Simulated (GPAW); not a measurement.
# Core-hole calculation of the Rh L₃ edge in LiRh (P-6m2)

How does the Rh L₃ edge of LiRh (P-6m2) move when the bonds are compressed or stretched?

Main program and level: GPAW 26.7.0; X-ray absorption from dipole matrix elements to empty bands, plane-wave PAW LDA.

**1. The starting structure**

It takes space group P-6m2 (No. 187, hexagonal). The conventional cell has a = 2.652 Å, b = 2.652 Å, c = 4.327 Å, α = 90.00°, β = 90.00°, γ = 120.00°. Nearest to Rh lie 6 Li at 2.65 Å and 6 Rh at 2.65 Å. Li has 6 Rh at 2.65 Å and 6 Li at 2.65 Å nearest. Farther neighbours are not listed.

Structure file:

```xyz
2
Lattice="2.6523 0.0000 0.0000 -1.3262 2.2970 0.0000 0.0000 0.0000 4.3266" Properties=species:S:1:pos:R:3 pbc="T T T"
Rh    1.3262    0.7657    0.0000
Li    0.0000    0.0000    2.1633
```

**2. Ground state of the crystal**

The ground state comes first: it tells whether the system has a gap, which decides how the excited electron is treated.

Contents of scf.py:

```python
import numpy as np
from ase import Atoms
from ase.parallel import parprint, paropen
from gpaw import GPAW, PW, FermiDirac, Mixer, MixerDif, setup_paths
from gpaw.test import gen
setup_paths.insert(0, '.')
gen('Rh', name='nch2p', xcname='LDA', corehole=(2, 1, 0), write_xml=True)
from gpaw.mpi import world
world.barrier()

atoms = Atoms('RhLi',
    cell=[[2.65230046, 0, 0],
     [-1.32615023, 2.29695958, 0],
     [0, 0, 4.32660441]],
    scaled_positions=[[0.66666667, 0.33333333, 0],
     [0, 0, 0.5]],
    pbc=True)
atoms.calc = calc = GPAW(legacy_gpaw=True, mode=PW(500), xc='LDA', setups={0: 'nch2p'},
    kpts={'size': (11, 11, 6), 'gamma': True}, occupations=FermiDirac(0.05),
    charge=0, mixer=Mixer(0.1, 5, 50), maxiter=150,
    convergence={'density': 0.0001}, txt='scf.txt')
energy = atoms.get_potential_energy() + calc.get_reference_energy()
ef = calc.get_fermi_level()
out = dict(energy=energy, fermi=ef, forces=atoms.get_forces().tolist())
parprint(f'all-electron energy {energy:.4f} eV, Fermi level {ef:.4f} eV')
ev = np.array([[calc.get_eigenvalues(k, s) for k in range(len(calc.get_ibz_k_points()))] for s in range(calc.get_number_of_spins())])
out['homo'], out['lumo'], out['counts'] = ev[ev < ef].max(), ev[ev > ef].min(), sorted(set((ev < ef).sum((0, 2)).tolist()))
out['filled'] = (ev[:, 0] < ef).sum(1).tolist()
import json
with paropen('out.json', 'w') as f:
    json.dump(out, f)
```

Command:

```
$ OMP_NUM_THREADS=1 mpirun -n 2 gpaw python scf.py
```

Numbers of over 12 decimals in the logs are rounded to 6 here.

Output:

```text
Input parameters:
  convergence: {density: 0.0001}
  kpts: {gamma: True,
         size: (11, 11, 6)}
  maxiter: 150
  mixer: {backend: pulay,
          beta: 0.1,
          method: separate,
          nmaxold: 5,
          weight: 50}
  mode: {ecut: 500.0,
         name: pw}
  occupations: {fixmagmom: False,
                name: fermi-dirac,
                width: 0.05}
  setups: {0: nch2p}

Initialize ...

[... PAW data sets ...]

Reference energy: -130208.739029  # eV

Spin-paired calculation

[... convergence settings ...]
Symmetries present (total): 4
  [... symmetry matrices ...]

726 k-points: 11 x 11 x 6 Monkhorst-Pack grid + [0.000000,0.000000,1/12]
144 k-points in the irreducible part of the Brillouin zone
       k-points in crystal coordinates                weights
   0:     0.00000000    0.00000000    0.00000000          1/726
   1:     0.00000000    0.00000000    0.16666667          2/726
   2:     0.00000000    0.00000000    0.33333333          2/726
   3:     0.00000000    0.00000000    0.50000000          1/726
   4:     0.00000000    0.09090909    0.00000000          2/726
   5:     0.00000000    0.09090909    0.16666667          4/726
   6:     0.00000000    0.09090909    0.33333333          4/726
   7:     0.00000000    0.09090909    0.50000000          2/726
   8:     0.00000000    0.18181818    0.00000000          2/726
   9:     0.00000000    0.18181818    0.16666667          4/726
          ...
 143:     0.45454545    0.45454545    0.50000000          4/726

Wave functions: Plane wave expansion
  Cutoff energy: 500.000 eV
  Number of coefficients (min, max): 658, 687
  Pulay-stress correction: 0.000000 eV/Ang^3 (de/decut=0.000000)
  Using FFTW library
  Wavefunction extrapolation:
    Improved wavefunction reuse through dual PAW basis

Occupation numbers: Fermi-Dirac:
  width: 0.0500  # eV

Eigensolver
   Davidson(niter=2)

Densities:
  Coarse grid: 14*14*24 grid
  Fine grid: 28*28*48 grid
  Total Charge: 0.000000

Density mixing:
  Method: separate
  Backend: pulay
  Linear mixing parameter: 0.1
  old densities: 5
  Width of damping distribution: 1.1
  Damping of long wavelength oscillations: 50

[... Hamiltonian set-up ...]
Number of atoms: 2
Number of atomic orbitals: 16
Number of bands in calculation: 14
Number of valence electrons: 16
Bands to converge: occupied

... initialized

Initializing position-dependent things.

Density initialized from atomic densities
Creating initial wave functions:
  14 bands from LCAO basis set

       Li

           Rh

Atomic positions and initial magnetic moments

Positions:
   0 Rh     1.326150    0.765653    0.000000    ( 0.0000,  0.0000,  0.0000)
   1 Li     0.000000    0.000000    2.163302    ( 0.0000,  0.0000,  0.0000)

Unit cell:
           periodic     x           y           z      points  spacing
  1. axis:    yes    2.652300    0.000000    0.000000    14     0.1641
  2. axis:    yes   -1.326150    2.296960    0.000000    14     0.1641
  3. axis:    yes    0.000000    0.000000    4.326604    24     0.1803

  Lengths:   2.652300   2.652300   4.326604
  Angles:   90.000000  90.000000 120.000000

Effective grid spacing dv^(1/3) = 0.1776

iter:   1   -12.327002
iter:   2   -11.548551   -1.58  -1.15
iter:   3   -11.145488   -1.48  -1.34
iter:   4   -11.118801   -3.00  -1.68
iter:   5   -11.094228   -2.44  -1.80
iter:   6   -11.093010   -3.13  -2.23
iter:   7   -11.091528c  -3.32  -2.38
iter:   8   -11.091312c  -4.33  -3.07
iter:   9   -11.091317c  -4.36  -3.12
iter:  10   -11.091303c  -5.30  -3.46
iter:  11   -11.091305c  -5.94  -3.83
iter:  12   -11.091309c  -5.82  -3.87
iter:  13   -11.091308c  -7.19  -4.07c
iter:  14   -11.091309c  -8.37c -4.72c

Converged after 14 iterations.

Dipole moment: (2.962224, -1.710241, -0.000000) |e|*Ang

Energy contributions relative to reference atoms: (reference = -130208.739029)

Kinetic:         -1.999403
Potential:       +0.531291
External:        +0.000000
XC:              -9.455033
Entropy (-ST):   -0.014364
Local:           -0.160983
SIC:             +0.000000
--------------------------
Free energy:    -11.098491
Extrapolated:   -11.091309

Showing only first 2 kpts
 Kpt  Band  Eigenvalues  Occupancy
  0     6      4.02915    2.00000
  0     7      6.35022    0.00165
  0     8      6.35022    0.00165
  0     9      6.84527    0.00000

  1     6      4.03136    2.00000
  1     7      6.26087    0.00981
  1     8      6.34173    0.00195
  1     9      6.34173    0.00195

Fermi level: 5.99523

No gap
No difference between direct/indirect transitions

Forces in eV/Ang:
  0 Rh    0.00000   -0.00000    0.00000
  1 Li    0.00000   -0.00000    0.00000
Scalar-relativistic atomic LDA calculation for Rh (Rhodium, Z=45)
Core hole in 2p state (2p occupation: 6.0)
750 radial gridpoints.
|------------------------------------------------|
|------------------------------------------------|
[... the atom generator's iteration count ...]

Energy contributions:
-------------------------
Kinetic:    +4943.601068
XC:          -133.806820
Potential:  -9587.541699
-------------------------
Total:      -4777.747452

state      eigenvalue         ekin         rmax
-----------------------------------------------
1s^2.0 :  -844.799541  1071.642816        0.021
2s^2.0 :  -122.540305   219.243051        0.120
2p^6.0 :  -109.972650   210.247043        0.096
3s^2.0 :   -21.878604    59.694416        0.352
3p^6.0 :   -17.734596    55.436348        0.345
3d^10.0:   -11.061686    49.656667        0.291
4s^2.0 :    -3.031369    14.629350        0.880
4p^6.0 :    -1.857314    12.004495        0.942
4d^8.0 :    -0.225910     6.142971        1.148
5s^1.0 :    -0.168376     1.344051        2.632
5p^0.0 :    -0.035593     0.523604        3.767
-----------------------------------------------
(units: Bohr and Hartree)

Generating PAW setup
Kinetic energy of the core from tauc = 4931.106195907298
Cutoffs:
rc(s)=2.400
rc(p)=2.610
rc(d)=2.350
rc(vbar)=2.390
rc(comp)=2.290
rc(nct)=2.610

Kinetic energy of the core states: 4821.086280
Charge: 0.0
Core electrons: 30.0
Valence electrons: 15.0
Pseudo-core charge: 0.089799
Shape function alpha=1.907
Pseudo-electron charge 5.883407
state    eigenvalue         norm
--------------------------------
5s(1) :    -0.168376     1.017377
*s    :     0.831624
4p(6) :    -1.857314     0.120652
5p(0) :    -0.035593     0.998302
4d(8) :    -0.225910     0.506540
*d    :     0.774090
--------------------------------

Diagonalizing with gridspacing h=0.050

state   all-electron     PAW
-------------------------------
5s:      -0.168376    -0.168508
4p:      -1.857314    -1.857524
4d:      -0.225910    -0.226752
*f:                    0.069742
-------------------------------
all-electron energy -130219.8303 eV, Fermi level 5.9952 eV
```

Run time: 17 s. Hardware: 2 MPI ranks of Arm Neoverse V1, shared host; peak memory 0.18 GiB.

The mesh shows no gap, so the system is treated as a metal and the core electron is put at the Fermi level (neutral cell).

**3. Reference energy of the supercell**

The photon energy needs a difference of total energies, so the cell and mesh of the coming hole run are first run without a hole.

Changes to scf.py since step 2:

```diff
@@ -10,11 +10,25 @@
 
-atoms = Atoms('RhLi',
-    cell=[[2.65230046, 0, 0],
-     [-1.32615023, 2.29695958, 0],
-     [0, 0, 4.32660441]],
-    scaled_positions=[[0.66666667, 0.33333333, 0],
-     [0, 0, 0.5]],
+atoms = Atoms('Rh8Li8',
+    cell=[[-3.97845069, 2.29695958, 4.32660441],
+     [3.97845069, -2.29695958, 4.32660441],
+     [2.65230046, 4.59391915, -4.32660441]],
+    scaled_positions=[[0.04166667, 0.20833333, 0.25],
+     [0.54166667, 0.70833333, 0.25],
+     [0.91666667, 0.58333333, 0.5],
+     [0.41666667, 0.08333333, 0.5],
+     [0.29166667, 0.45833333, 0.75],
+     [0.79166667, 0.95833333, 0.75],
+     [0.66666667, 0.33333333, 0],
+     [0.16666667, 0.83333333, 0],
+     [0.25, 0.25, 0],
+     [0.75, 0.75, 0],
+     [0.125, 0.625, 0.25],
+     [0.625, 0.125, 0.25],
+     [0.5, 0.5, 0.5],
+     [0, 0, 0.5],
+     [0.875, 0.375, 0.75],
+     [0.375, 0.875, 0.75]],
     pbc=True)
 atoms.calc = calc = GPAW(legacy_gpaw=True, mode=PW(500), xc='LDA', setups={0: 'nch2p'},
-    kpts={'size': (11, 11, 6), 'gamma': True}, occupations=FermiDirac(0.05),
+    kpts={'size': (3, 3, 3), 'gamma': True}, occupations=FermiDirac(0.1),
     charge=0, mixer=Mixer(0.1, 5, 50), maxiter=150,
```

Output:

```text
Input parameters:
  convergence: {density: 0.0001}
  kpts: {gamma: True,
         size: (3, 3, 3)}
  maxiter: 150
  mixer: {backend: pulay,
          beta: 0.1,
          method: separate,
          nmaxold: 5,
          weight: 50}
  mode: {ecut: 500.0,
         name: pw}
  occupations: {fixmagmom: False,
                name: fermi-dirac,
                width: 0.1}
  setups: {0: nch2p}

Initialize ...

[...]
<dir> UserWarning: Initial realspace grid (35,35,36) inconsistent with symmetries.
  warnings.warn(
<dir> UserWarning: Using symmetrized grid: (36,36,36).

  warnings.warn('Using symmetrized grid: ({},{},{}).\n'.format(*N_c))
<dir> UserWarning: Initial realspace grid (35,35,36) inconsistent with symmetries.
  warnings.warn(
<dir> UserWarning: Using symmetrized grid: (36,36,36).

  warnings.warn('Using symmetrized grid: ({},{},{}).\n'.format(*N_c))
all-electron energy -1041758.7346 eV, Fermi level 6.0883 eV
[key lines of the parts left out:]
Converged after 18 iterations.
Dipole moment: (0.497448, -0.287201, 0.000008) |e|*Ang
Free energy:    -89.020087
Fermi level: 6.08827
```

Elapsed: 96 s, on 2 MPI ranks; peak memory 0.38 GiB; 3.2 min of CPU time.

Reference energy: -1041758.735 eV with the cores included.

(Continued in part 2 of 3.)

[Banner, clock and machine lines of the logs are left out without a mark of their own.]

[Logs are printed without paths, hosts, clocks, repeated set-up lines and the standing remarks that a program may print on its own settings, such as how far it seeks lower states.]

[Hosts, paths, dates, database ids (printed as entryN), source tags and the programs' standing remarks are cut or masked in the printed files.]

[Lists of maxima count a maximum above −3 eV only where it reaches 4 % of the highest in the window and stands out from its surroundings by 2 % of it (1.5 % where it reaches 55 %); shoulders and weaker maxima are passed over, and of the rest the first, up to two pre-edge ones and the few strongest are named.]
